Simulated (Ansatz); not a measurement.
# Direct or indirect: CdSe (P6_3mc)

```yaml
crystal:
  lattice:
    - [4.30000, 0.00000, 0.00000]
    - [-2.15000, 3.72391, 0.00000]
    - [0.00000, 0.00000, 7.02000]
  atoms:
    - { symbol: Cd, position: [0.66667, 0.33333, 0.50000] }
    - { symbol: Cd, position: [0.33333, 0.66667, 0.00000] }
    - { symbol: Se, position: [0.66667, 0.33333, 0.88500] }
    - { symbol: Se, position: [0.33333, 0.66667, 0.38500] }
```

Method: Ansatz, PBE, independent particles, without spin-orbit coupling, line width 0.1 eV (Gaussian). The band structure gives a fundamental gap of 0.70 eV. The spectrum of vertical transitions near the edge:

| E (eV) | Im ε, E ∥ xy | Im ε, E ∥ z |
| --- | --- | --- |
| 0.24 | 0.00 | 0.00 |
| 0.36 | 0.00 | 0.00 |
| 0.48 | 0.00 | 0.00 |
| 0.60 | 0.05 | 0.04 |
| 0.72 | 0.48 | 0.44 |
| 0.84 | 1.07 | 1.10 |
| 0.96 | 1.38 | 1.42 |
| 1.08 | 1.54 | 1.61 |
| 1.20 | 1.63 | 1.73 |
| 1.32 | 1.69 | 1.81 |
| 1.44 | 1.74 | 1.86 |
| 1.56 | 1.78 | 1.92 |
| 1.68 | 1.83 | 1.97 |
| 1.80 | 1.86 | 2.02 |
| 1.92 | 1.91 | 2.07 |
| 2.04 | 1.96 | 2.12 |

Q: Is the gap direct or indirect, and about where do vertical transitions set in?

A: Direct: the band path has its least direct gap at the fundamental one, 0.70 eV, and the curves rise from there. Lines are broadened by 0.1 eV, which spreads the edge.

[Logs are printed without paths, hosts, clocks, repeated set-up lines and the standing remarks that a program may print on its own settings, such as how far it seeks lower states.]
